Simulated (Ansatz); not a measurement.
# Se on Al(110): change of the work function, part 5 of 5

How does Se on the longbridge site change the work function of Al(110) as the layer fills?

Ansatz 0.2.0; plane-wave DFT, RPBE, Ansatz PAW (the session's first sound run).

So far, work function, upper face (eV): step 2 (the clean slab, RPBE) 3.92; step 5 (the covered slab, k-mesh 4×5×1, coverage 0.5 ML, RPBE) 5.33; step 6 (adsorbate added, k-mesh 8×10×1, coverage 1 ML, RPBE) 5.10; step 8 (another level of theory, cutoff 1170.09 eV, functional PBE, PBE norm-conserving) 4.91; step 9 (another level of theory, cutoff 420 eV, functional PBE) 4.90.

### Step 10. Another level of theory, cutoff 500 eV, functional r2SCAN

This step: plane-wave DFT, r2SCAN, Ansatz PAW (Ansatz 0.2.0).

The geometry is kept and the functional is r2SCAN; other changes against the main runs: cutoff 420 → 500.

File input.yaml:

```yaml
crystal:
  lattice:
    - [8.1, 0.0, 0.0]
    - [0.0, 5.7275649276, 0.0]
    - [0.0, 0.0, 25.20047635]
  atoms:
    - { symbol: Al, position: [0.0, 0.0, 0.3571361063] }
    - { symbol: Al, position: [0.25, 0.25, 0.4139561128] }
    - { symbol: Al, position: [-0.0066065229, 0.0, 0.4726699533] }
    - { symbol: Al, position: [0.25, 0.251541852, 0.5242320487] }
    - { symbol: Al, position: [0.0509121472, 0.0, 0.5958765661] }
    - { symbol: Al, position: [0.0, 0.5, 0.3571361063] }
    - { symbol: Al, position: [0.25, 0.75, 0.4139561128] }
    - { symbol: Al, position: [-0.0107221592, 0.5, 0.4710156891] }
    - { symbol: Al, position: [0.25, 0.748458148, 0.5242320487] }
    - { symbol: Al, position: [0.0081657869, 0.5, 0.5818353559] }
    - { symbol: Al, position: [0.5, 0.0, 0.3571361063] }
    - { symbol: Al, position: [0.75, 0.25, 0.4139561128] }
    - { symbol: Al, position: [0.5066065229, 0.0, 0.4726699533] }
    - { symbol: Al, position: [0.75, 0.239665596, 0.5370199722] }
    - { symbol: Al, position: [0.4490878528, 0.0, 0.5958765661] }
    - { symbol: Al, position: [0.5, 0.5, 0.3571361063] }
    - { symbol: Al, position: [0.75, 0.75, 0.4139561128] }
    - { symbol: Al, position: [0.5107221592, 0.5, 0.4710156891] }
    - { symbol: Al, position: [0.75, 0.760334404, 0.5370199722] }
    - { symbol: Al, position: [0.4918342131, 0.5, 0.5818353559] }
    - { symbol: Se, position: [0.25, 0.0, 0.6683862628] }
kpoints:
  mp_grid: { grid: [4, 5, 1] }
hamiltonian:
  xc: r2scan
scf:
  occupations: { method: fermi_dirac, width: 0.1 }
  convergence: { dr2_threshold: 1.0e-08 }
efield:
  axis: 3
  dipole_correction: true
  ramp_position: 0.97
  ramp_width: 0.06
output:
  write_potential: true
  write_density: true
  volumetric_format: npy
```

On the command line:

```bash
ansatz run input.yaml --threads 4 --pin off --max-ram 6144MiB --backend cpu --events-out ev --progress --plain --runs-dir out
```

What it wrote:

```text
[...]
Crystal: 21 atoms, lattice volume = 1169.133 Å³
Basis set: ecut = 500 eV, 29719 PW (Γ), exchange–correlation on 240×180×768 points (64 copies of the dense FFT grid, shifted against one another)
Bands: 59, of which v1, the nominal top of the filled ones, is band 38 counted from 1 (37 counted from 0)
Symmetry: 4 space group operations
[...]
k-point 1: bands = [... 34 lower, -1.3612, -1.2948, -1.1886, -1.0934, -0.8014, -0.5485, -0.4527, -0.2868, ... 17 higher]
  k-point 2: bands = [... 34 lower, -0.8965, -0.7226, -0.6793, -0.4806, -0.4503, -0.2373, 0.1748, 0.2041, ... 17 higher]
  k-point 8: bands = [... 34 lower, -1.6327, -1.2343, -1.2189, -0.6902, -0.4082, -0.1547, -0.0353, 0.2305, ... 17 higher]
[key lines of the parts left out:]
SCF converged after 9 iterations
Free energy (F): -16281.298313 eV
Fermi energy:    -0.655278 eV
Dipole field:    D = -0.036791 V/Å  (p = -0.237707 e·Å, saw-weighted, corrected)
Work function:   Φ+ = 5.0137 eV   Φ− = 4.0866 eV
```

It took 46 s on 4 threads of Arm Neoverse V2, shared host; peak memory 3.9 GiB; 3 min of CPU time.

The work function comes to 5.01 eV, +0.19 eV from the first level.

### Step 11. Another level of theory, cutoff 420 eV, functional revpbe

This step: plane-wave DFT, revPBE, Ansatz PAW (Ansatz 0.2.0).

The geometry is kept and the functional is revPBE.

input.yaml, as its differences from that of step 10:

```diff
@@ -30,3 +30,3 @@
 hamiltonian:
-  xc: r2scan
+  xc: revpbe
 scf:
```

What it wrote:

```text
[...]
Crystal: 21 atoms, lattice volume = 1169.133 Å³
Basis set: ecut = 420 eV, 22917 PW (Γ)
Bands: 59, of which v1, the nominal top of the filled ones, is band 38 counted from 1 (37 counted from 0)
Symmetry: 4 space group operations
[...]
k-points: 9 of 20
[...]
k-point 1: bands = [... 34 lower, -1.1709, -1.1102, -0.9912, -0.9030, -0.6846, -0.4579, -0.3856, -0.1474, ... 17 higher]
  k-point 2: bands = [... 34 lower, -0.7249, -0.5966, -0.5193, -0.3454, -0.3332, -0.1461, 0.2141, 0.2322, ... 17 higher]
  k-point 8: bands = [... 34 lower, -1.4297, -1.0563, -1.0256, -0.5440, -0.2874, -0.0892, 0.0227, 0.3209, ... 17 higher]
[key lines of the parts left out:]
SCF converged after 8 iterations
Free energy (F): -16262.097817 eV
Fermi energy:    -0.534347 eV
Dipole field:    D = -0.033846 V/Å  (p = -0.218679 e·Å, saw-weighted, corrected)
Work function:   Φ+ = 4.8192 eV   Φ− = 3.9663 eV
```

Run time: 20 s. Hardware: 4 threads; peak memory 2 GiB.

The work function comes to 4.82 eV, -0.00 eV from the first level.

### Step 12. Side by side

Times are for 4 threads of Arm Neoverse V2, shared host. The runs compared:

```
no.  functional  work function, upper face (eV)  dipole along the normal (e·Å)  time  memory (GiB)
  1         pbe                           4.910                        -0.2223  80 s           4.4
  2         pbe                           4.898                        -0.2202  20 s           2.0
  3      r2scan                           5.014                        -0.2377  46 s           3.9
  4      revpbe                           4.819                        -0.2187  20 s           2.0
```

### Step 13. Varying the input: efield.amplitude = 0.02

This step: plane-wave DFT, RPBE, Ansatz PAW (Ansatz 0.2.0).

System of this step: Se/Al(110). The cell holds 6 atoms: 5 Al and 1 Se. Its edges and angles: a = 4.050 Å, b = 2.864 Å, c = 25.200 Å, α = 90.0°, β = 90.0°, γ = 90.0°. Vacuum lies along c.

A run with a changed input: it repeats the earlier run at 1 ML with efield.amplitude to 0.02.

File input.yaml:

```yaml
crystal:
  lattice:
    - [4.05, 0.0, 0.0]
    - [0.0, 2.8637824638, 0.0]
    - [0.0, 0.0, 25.20047635]
  atoms:
    - { symbol: Al, position: [0.0, 0.0, 0.3571361063] }
    - { symbol: Al, position: [0.5, 0.5, 0.4139561128] }
    - { symbol: Al, position: [0.0, 0.0, 0.4704452044] }
    - { symbol: Al, position: [0.5, 0.5, 0.5290770404] }
    - { symbol: Al, position: [0.0, 0.0, 0.5826467911] }
    - { symbol: Se, position: [0.5, 0.0, 0.6428638937] }
kpoints:
  mp_grid: { grid: [8, 10, 1] }
hamiltonian:
  xc: rpbe
scf:
  occupations: { method: fermi_dirac, width: 0.1 }
  convergence: { dr2_threshold: 1.0e-08 }
efield:
  axis: 3
  dipole_correction: true
  ramp_position: 0.97
  ramp_width: 0.06
  amplitude: 0.02
relax:
  f_tol: 0.02
  max_steps: 60
  constraints: [{ sites: [0, 1] }]
output:
  bader: true
  write_potential: true
  write_density: true
  volumetric_format: npy
```

What it wrote:

```text
[...]
Crystal: 6 atoms, lattice volume = 292.283 Å³
Basis set: ecut = 420 eV, 5737 PW (Γ), exchange–correlation on 60×40×360 points (8 copies of the dense FFT grid, shifted against one another)
Bands: 22, of which v1, the nominal top of the filled ones, is band 16 counted from 1 (15 counted from 0)
Symmetry: 4 space group operations
[...]
k-points: 30 of 80
[...]
SCF iter   1: F=—  HF=-8177.678084 eV  |F-HF|=—  |Δ(HF+E_count)|=         —  Δρ=1.79e-2  dr2=6.23e0  ethr=3.10e-3  p=0.012 e·Å  D=7.72e-3 V/Å  ΔV_dip=-0.19 eV  dr2_dipole=1.16e-3  V_vac-E_F(+/−)=6.38/6.11 eV  ⟨swp⟩=9.5  Hψ=4284  notcnv=0
[...]
SCF iter   9: F=-8176.925059 eV  HF=-8176.925059 eV  |F-HF|=9.96e-9  |Δ(HF+E_count)|=   9.59e-8  Δρ=8.46e-7  dr2=5.28e-9  ethr=3.23e-11  p=-0.027 e·Å  D=-1.69e-2 V/Å  ΔV_dip=0.43 eV  dr2_dipole=5.44e-10  V_vac-E_F(+/−)=4.95/4.07 eV  ⟨swp⟩=8.1  Hψ=4718  notcnv=0
SCF 1 converged in 9 iterations: F = -8176.925059 eV  dr2 = 5.28e-9
[...]
relax step   1: F+E_penalty+E_count = -8176.92505870 eV  Δ(F+E_penalty+E_count) = +0.000e0 eV  max|allowed force component| = 9.913e-1 eV/Å  Δτ_max = 0.0000 Å  (9 SCF iters, accepted)
[...]
SCF iter   8: F=-8177.059418 eV  HF=-8177.059418 eV  |F-HF|=1.34e-9  |Δ(HF+E_count)|=   9.32e-8  Δρ=9.37e-7  dr2=8.83e-9  ethr=3.23e-11  p=-0.047 e·Å  D=-2.91e-2 V/Å  ΔV_dip=0.73 eV  dr2_dipole=1.08e-9  V_vac-E_F(+/−)=5.21/4.01 eV  ⟨swp⟩=8.2  Hψ=4643  notcnv=0
SCF 2 converged in 8 iterations: F = -8177.059418 eV  dr2 = 8.83e-9
relax step   2: F+E_penalty+E_count = -8177.05941786 eV  Δ(F+E_penalty+E_count) = -1.344e-1 eV  max|allowed force component| = 3.226e-1 eV/Å  Δτ_max = 0.1946 Å  (8 SCF iters, accepted)
[...]
SCF iter   8: F=-8177.104171 eV  HF=-8177.104171 eV  |F-HF|=3.79e-9  |Δ(HF+E_count)|=   2.44e-8  Δρ=5.27e-7  dr2=5.38e-10  ethr=3.23e-11  p=-0.052 e·Å  D=-3.21e-2 V/Å  ΔV_dip=0.81 eV  dr2_dipole=2.55e-11  V_vac-E_F(+/−)=5.24/3.97 eV  ⟨swp⟩=9.0  Hψ=3979  notcnv=0
SCF 3 converged in 8 iterations: F = -8177.104171 eV  dr2 = 5.38e-10
relax step   3: F+E_penalty+E_count = -8177.10417129 eV  Δ(F+E_penalty+E_count) = -4.475e-2 eV  max|allowed force component| = 1.617e-1 eV/Å  Δτ_max = 0.1950 Å  (8 SCF iters, accepted)
[...]
relax step   4: F+E_penalty+E_count = -8177.10728118 eV  Δ(F+E_penalty+E_count) = -3.110e-3 eV  max|allowed force component| = 3.123e-2 eV/Å  Δτ_max = 0.0600 Å  (7 SCF iters, accepted)
SCF iter   1: F=—  HF=-8177.107383 eV  |F-HF|=—  |Δ(HF+E_count)|=         —  Δρ=1.42e-4  dr2=4.94e-4  ethr=2.81e-6  p=-0.051 e·Å  D=-3.17e-2 V/Å  ΔV_dip=0.80 eV  dr2_dipole=1.61e-4  V_vac-E_F(+/−)=5.22/3.96 eV  ⟨swp⟩=2.1  Hψ=1655  notcnv=0  defer=3
[...]
SCF iter   5: F=-8177.107472 eV  HF=-8177.107472 eV  |F-HF|=3.51e-10  |Δ(HF+E_count)|=   4.48e-8  Δρ=8.48e-7  dr2=7.67e-9  ethr=3.23e-11  p=-0.051 e·Å  D=-3.13e-2 V/Å  ΔV_dip=0.79 eV  dr2_dipole=1.65e-9  V_vac-E_F(+/−)=5.22/3.97 eV  ⟨swp⟩=8.3  Hψ=4604  notcnv=0
SCF 5 converged in 5 iterations: F = -8177.107472 eV  dr2 = 7.67e-9
relax step   5: F+E_penalty+E_count = -8177.10747170 eV  Δ(F+E_penalty+E_count) = -1.905e-4 eV  max|allowed force component| = 1.823e-3 eV/Å  Δτ_max = 0.0083 Å  (5 SCF iters, accepted)
[...]
SCF converged after 5 iterations
Free energy (F): -8177.107472 eV
[...]
Internal energy: -8177.036282 eV  (E = F + TS)
E sigma→0 (E₀):  -8177.071877 eV
Entropy (-TS):   -0.071189 eV (-11.865 meV/atom)
Fermi energy:    0.120909 eV
Dipole field:    D = -0.031292 V/Å  (p = -0.050545 e·Å, saw-weighted, corrected)
Work function:   not extracted (applied field tilts the vacuum); planar V_es + V_field profile in the machine report
[...]
--- Forces (eV/Å), atoms counted from 1 ---
  atom   1  Al     0.00000000     0.00000000     0.10912355
  atom   2  Al     0.00000000     0.00000000    -0.10958969
  atom   3  Al     0.00000000     0.00000000     0.00102883
  atom   4  Al     0.00000000     0.00000000    -0.00132037
  atom   5  Al     0.00000000     0.00000000     0.00182321
  atom   6  Se     0.00000000     0.00000000    -0.00109040
  max |Σ_I F_I| component: 2.49e-5 eV/Å
--- Band table (eV; the first three rows and the last of 30) ---
  k-point 0: bands = [... 12 lower, -1.4878, -0.7653, -0.1146, 0.0426, 1.3579, 2.2355, 2.3048, 2.8798, ... 2 higher]
  k-point 1: bands = [... 12 lower, -1.3536, -0.6064, 0.0473, 0.1848, 1.4538, 1.7105, 2.3814, 2.4647, ... 2 higher]
  k-point 2: bands = [... 12 lower, -1.1632, -0.5997, -0.1231, 0.5313, 0.7381, 1.2423, 2.0197, 2.5028, ... 2 higher]
  k-point 29: bands = [... 12 lower, -2.4526, -2.2741, -1.5899, -1.0038, -0.9131, -0.8281, 1.0420, 1.0532, ... 2 higher]
--- Relaxed structure (5 steps of the walk, 5 accepted, 0 SCFs on fresh bases) ---
  F+E_penalty+E_count = -8177.10747170 eV   max|allowed force component| = 1.823e-3 eV/Å
  atoms:
    - { symbol: Al, position: [0.0, 0.0, 0.357136] }
    - { symbol: Al, position: [0.5, 0.5, 0.413956] }
    - { symbol: Al, position: [0.0, 0.0, 0.472283] }
    - { symbol: Al, position: [0.5, 0.5, 0.529264] }
    - { symbol: Al, position: [0.0, 0.0, 0.595313] }
    - { symbol: Se, position: [0.5, 0.0, 0.659688] }
--- Bader charges: 6 sites ---
  site symbol  charge [e]  shift [e]
     0     Al      0.0047     0.0000
     1     Al     -0.0030     0.0000
     2     Al     -0.0177     0.0000
     3     Al      0.0654     0.0000
     4     Al      0.7927     0.0005
     5     Se     -0.8420     0.0005
  estimated error of the sums over rays = 4.3e-4 e
```

It took 26 s on 4 threads; peak memory 0.63 GiB; 1.7 min of CPU time.

Relaxation path:

```
step  energy less that of the first step (eV)  largest force component (eV/Å)
   1                                   0.0000                          0.9913
   2                                  -0.1344                          0.3226
   3                                  -0.1791                          0.1617
   4                                  -0.1822                          0.0312
   5                                  -0.1824                          0.0018
```

Forces are held to the 4 operations that the program found; a distortion that breaks them can't arise in this run.

The atoms that moved most (Å):

```
atom     dx     dy     dz  length
 Se6  0.000  0.000  0.424   0.424
 Al5  0.000  0.000  0.319   0.319
 Al3  0.000  0.000  0.046   0.046
```

Final coordinates:

```cif
data_structure
_symmetry_space_group_name_H-M 'P 1'
_symmetry_Int_Tables_number 1
_cell_length_a 4.0500
_cell_length_b 2.8638
_cell_length_c 25.2005
_cell_angle_alpha 90.000
_cell_angle_beta 90.000
_cell_angle_gamma 90.000
_cell_volume 292.28
loop_
_atom_site_label
_atom_site_type_symbol
_atom_site_fract_x
_atom_site_fract_y
_atom_site_fract_z
_atom_site_occupancy
Al1 Al 0.00000 0.00000 0.35714 1
Al2 Al 0.50000 0.50000 0.41396 1
Al3 Al 0.00000 0.00000 0.47228 1
Al4 Al 0.50000 0.50000 0.52926 1
Al5 Al 0.00000 0.00000 0.59531 1
Se6 Se 0.50000 0.00000 0.65969 1
```

Read from the output:

```
energy at zero smearing : -8177.0719 eV
dipole along the normal : -0.05055 e·Å
```

```
                     quantity  this run  earlier run  difference
dipole along the normal (e·Å)  -0.05055     -0.06379       0.013
```

The applied field differs between the two, so the dipoles differ in any case.

### Step 14. Varying the input

System of this step: Al(110). The cell holds 5 atoms: 5 Al. Its edges and angles: a = 4.050 Å, b = 2.864 Å, c = 23.728 Å, α = 90.0°, β = 90.0°, γ = 90.0°. Vacuum lies along c.

An input spoilt on purpose, to show how the run answers: it repeats the earlier run at 0 ML with efield.amplitude to 1.5, and scf.max_iter set to 50.

File input.yaml:

```yaml
crystal:
  lattice:
    - [4.05, 0.0, 0.0]
    - [0.0, 2.8637824638, 0.0]
    - [0.0, 0.0, 23.7275649276]
  atoms:
    - { symbol: Al, position: [0.0, 0.0, 0.3793056737] }
    - { symbol: Al, position: [0.5, 0.5, 0.4396528368] }
    - { symbol: Al, position: [0.0, 0.0, 0.5] }
    - { symbol: Al, position: [0.5, 0.5, 0.5603471632] }
    - { symbol: Al, position: [0.0, 0.0, 0.6206943263] }
kpoints:
  mp_grid: { grid: [8, 10, 1] }
hamiltonian:
  xc: rpbe
scf:
  occupations: { method: fermi_dirac, width: 0.1 }
  convergence: { dr2_threshold: 1.0e-08 }
  max_iter: 50
efield:
  axis: 3
  dipole_correction: true
  ramp_position: 0.97
  ramp_width: 0.06
  amplitude: 1.5
relax:
  f_tol: 0.02
  max_steps: 60
  constraints: [{ sites: [0, 1] }]
output:
  write_potential: true
  write_density: true
  volumetric_format: npy
```

What it wrote:

```text
[...]
Crystal: 5 atoms, lattice volume = 275.200 Å³
Basis set: ecut = 420 eV, 5383 PW (Γ), exchange–correlation on 60×40×320 points (8 copies of the dense FFT grid, shifted against one another)
Bands: 13, of which v1, the nominal top of the filled ones, is band 8 counted from 1 (7 counted from 0)
Symmetry: 4 space group operations
k-points: 30 of 80
[...]
SCF iter   1: F=—  HF=-2702.919431 eV  |F-HF|=—  |Δ(HF+E_count)|=         —  Δρ=1.89e-2  dr2=1.06e1  ethr=3.10e-3  p=1.025 e·Å  D=6.74e-1 V/Å  ΔV_dip=-16.00 eV  dr2_dipole=8.77e-1  V_vac-E_F(+/−)=15.46/4.51 eV  ⟨swp⟩=10.6  Hψ=3791  notcnv=0
[...]
SCF iter   9: F=-2701.604717 eV  HF=-2701.604717 eV  |F-HF|=4.49e-9  |Δ(HF+E_count)|=   1.33e-7  Δρ=7.12e-7  dr2=3.02e-9  ethr=6.67e-11  p=0.875 e·Å  D=5.75e-1 V/Å  ΔV_dip=-13.65 eV  dr2_dipole=1.86e-10  V_vac-E_F(+/−)=13.27/0.33 eV  ⟨swp⟩=12.1  Hψ=3246  notcnv=0
WARN: efield: at this solve's end the planar-averaged density reaches 3.10e-4 e/Å³ inside the ramp window [0.9279, 0.1977] (bound 1e-5 e/Å³); the window's nearer edge stands 4.31 Å from this solve's nearest atom along the axis. Its free energy, forces, stress, dipole, levels and responses can be off, and this figure does not tell by how much. The cell may have no vacuum along `efield.axis`. A short vacuum, a low `basis.ecutwfc` or `basis.ecutrho_ratio` and negative occupations (`scf.occupations.method`) can put density there. See the manual's quickstart, § The vacuum guard
SCF 1 converged in 9 iterations: F = -2701.604717 eV  dr2 = 3.02e-9
[...]
relax step   1: F+E_penalty+E_count = -2701.60471662 eV  Δ(F+E_penalty+E_count) = +0.000e0 eV  max|allowed force component| = 1.969e-1 eV/Å  Δτ_max = 0.0000 Å  (9 SCF iters, accepted)
[...]
SCF iter   7: F=-2701.610246 eV  HF=-2701.610246 eV  |F-HF|=2.05e-9  |Δ(HF+E_count)|=   1.62e-8  Δρ=2.00e-7  dr2=2.86e-10  ethr=6.67e-11  p=0.878 e·Å  D=5.78e-1 V/Å  ΔV_dip=-13.70 eV  dr2_dipole=2.30e-11  V_vac-E_F(+/−)=13.24/0.35 eV  ⟨swp⟩=10.6  Hψ=2834  notcnv=0
[...]
SCF 2 converged in 7 iterations: F = -2701.610246 eV  dr2 = 2.86e-10
[...]
relax step   2: F+E_penalty+E_count = -2701.61024577 eV  Δ(F+E_penalty+E_count) = -5.529e-3 eV  max|allowed force component| = 2.437e-2 eV/Å  Δτ_max = 0.0711 Å  (7 SCF iters, accepted)
SCF iter   1: F=—  HF=-2701.610517 eV  |F-HF|=—  |Δ(HF+E_count)|=         —  Δρ=2.02e-4  dr2=4.24e-4  ethr=1.06e-4  p=0.878 e·Å  D=5.78e-1 V/Å  ΔV_dip=-13.70 eV  dr2_dipole=1.61e-5  V_vac-E_F(+/−)=13.24/0.35 eV  ⟨swp⟩=2.8  Hψ=1287  notcnv=0
[...]
SCF iter   5: F=-2701.610521 eV  HF=-2701.610521 eV  |F-HF|=2.78e-8  |Δ(HF+E_count)|=   9.00e-8  Δρ=1.07e-6  dr2=4.84e-9  ethr=6.67e-11  p=0.877 e·Å  D=5.76e-1 V/Å  ΔV_dip=-13.68 eV  dr2_dipole=2.39e-10  V_vac-E_F(+/−)=13.26/0.35 eV  ⟨swp⟩=11.8  Hψ=3150  notcnv=0
[...]
SCF 3 converged in 5 iterations: F = -2701.610521 eV  dr2 = 4.84e-9
relax step   3: F+E_penalty+E_count = -2701.61052118 eV  Δ(F+E_penalty+E_count) = -2.754e-4 eV  max|allowed force component| = 3.929e-3 eV/Å  Δτ_max = 0.0163 Å  (5 SCF iters, accepted)
[...]
SCF converged after 5 iterations
Free energy (F): -2701.610521 eV
[...]
Internal energy: -2701.532299 eV  (E = F + TS)
E sigma→0 (E₀):  -2701.571410 eV
Entropy (-TS):   -0.078222 eV (-15.644 meV/atom)
Fermi energy:    -0.464909 eV
Dipole field:    D = 0.576375 V/Å  (p = 0.876580 e·Å, saw-weighted, corrected)
Work function:   not extracted (applied field tilts the vacuum); planar V_es + V_field profile in the machine report
[...]
Vacuum region:   at the solve's end the planar-averaged density reaches 3.16e-4 e/Å³ inside the ramp window [0.9279, 0.1977] (bound 1e-5 e/Å³)
[...]
--- Forces (eV/Å), atoms counted from 1 ---
  atom   1  Al     0.00000000     0.00000000     0.10408314
  atom   2  Al     0.00000000     0.00000000    -0.09271554
  atom   3  Al     0.00000000     0.00000000    -0.00392911
  atom   4  Al     0.00000000     0.00000000     0.00231102
  atom   5  Al     0.00000000     0.00000000    -0.00197362
  max |Σ_I F_I| component: 7.78e-3 eV/Å
--- Band table (eV; the first three rows and the last of 30) ---
  k-point 0: bands = [... 4 lower, -2.8621, -1.5058, -1.3126, -1.2839, 0.2561, 0.5221, 1.2097, 1.8744, ... 1 higher]
  k-point 1: bands = [... 4 lower, -2.6967, -1.3454, -1.1473, -1.1137, 0.4218, 0.6925, 1.3753, 2.0180, ... 1 higher]
  k-point 2: bands = [... 4 lower, -2.2002, -0.9944, -0.6511, -0.6067, 0.3707, 0.8444, 1.2218, 1.8346, ... 1 higher]
  k-point 29: bands = [... 4 lower, -3.1242, -3.0764, -2.9674, -1.8199, -1.2839, -0.1436, 0.2108, 0.3392, ... 1 higher]
--- Relaxed structure (3 steps of the walk, 3 accepted, 0 SCFs on fresh bases) ---
  F+E_penalty+E_count = -2701.61052118 eV   max|allowed force component| = 3.929e-3 eV/Å
  atoms:
    - { symbol: Al, position: [0.0, 0.0, 0.3793056737] }
    - { symbol: Al, position: [0.5, 0.5, 0.4396528368] }
    - { symbol: Al, position: [0.0, 0.0, 0.500497] }
    - { symbol: Al, position: [0.5, 0.5, 0.562967] }
    - { symbol: Al, position: [0.0, 0.0, 0.620904] }
```

It took 7.1 s on 4 threads; peak memory 0.5 GiB.

```
                     quantity  this run  earlier run  difference
dipole along the normal (e·Å)    0.8766     -8.40e-5        0.88
```

The applied field differs between the two, so the dipoles differ in any case.

In so strong a field the program warns of density in the ramp of the sawtooth; these numbers are not the system's.

### Step 15. Outcome

| Property | Result |
| --- | --- |
| work function of the clean face | 3.92 eV |
| work function at 0.11 ML | 4.42 eV |
| work function at 0.25 ML | 4.82 eV |
| work function at 0.5 ML | 5.33 eV |
| work function at 1 ML | 5.10 eV |
| dipole per adsorbate at 0.11 ML, positive end outwards | -1.25 D |

**Reading.** Se raises the work function of Al(110) at the lowest coverage, by 0.50 eV: the adsorbate layer has its negative end outwards. The dipole per adsorbate falls from 1.25 to 0.31 D as the layer fills. Neighbouring dipoles depolarise each other, and heights and bonding change with coverage too. At the highest coverage the adsorbates are pressed to about 2.9 Å, closer than unbonded atoms of this kind usually come, so a real layer may not reach it. The slab has 5 layers, at the tabulated experimental lattice constant, one starting site was run, and quantum-size effects of a slab this thin can reach one or two tenths of an eV.

[Long decimals in the printed logs are rounded to 6 places.]

[Logs are printed without paths, hosts, clocks, repeated set-up lines and the standing remarks that a program may print on its own settings, such as how far it seeks lower states.]

[Hosts, paths, dates, database ids (printed as entryN), source tags and the programs' standing remarks are cut or masked in the printed files.]

[Maps of the electrostatic potential energy from Ansatz leave out the sawtooth potential of an applied field or a dipole correction, so their vacuum need not be flat; planar profiles and work functions include it.]
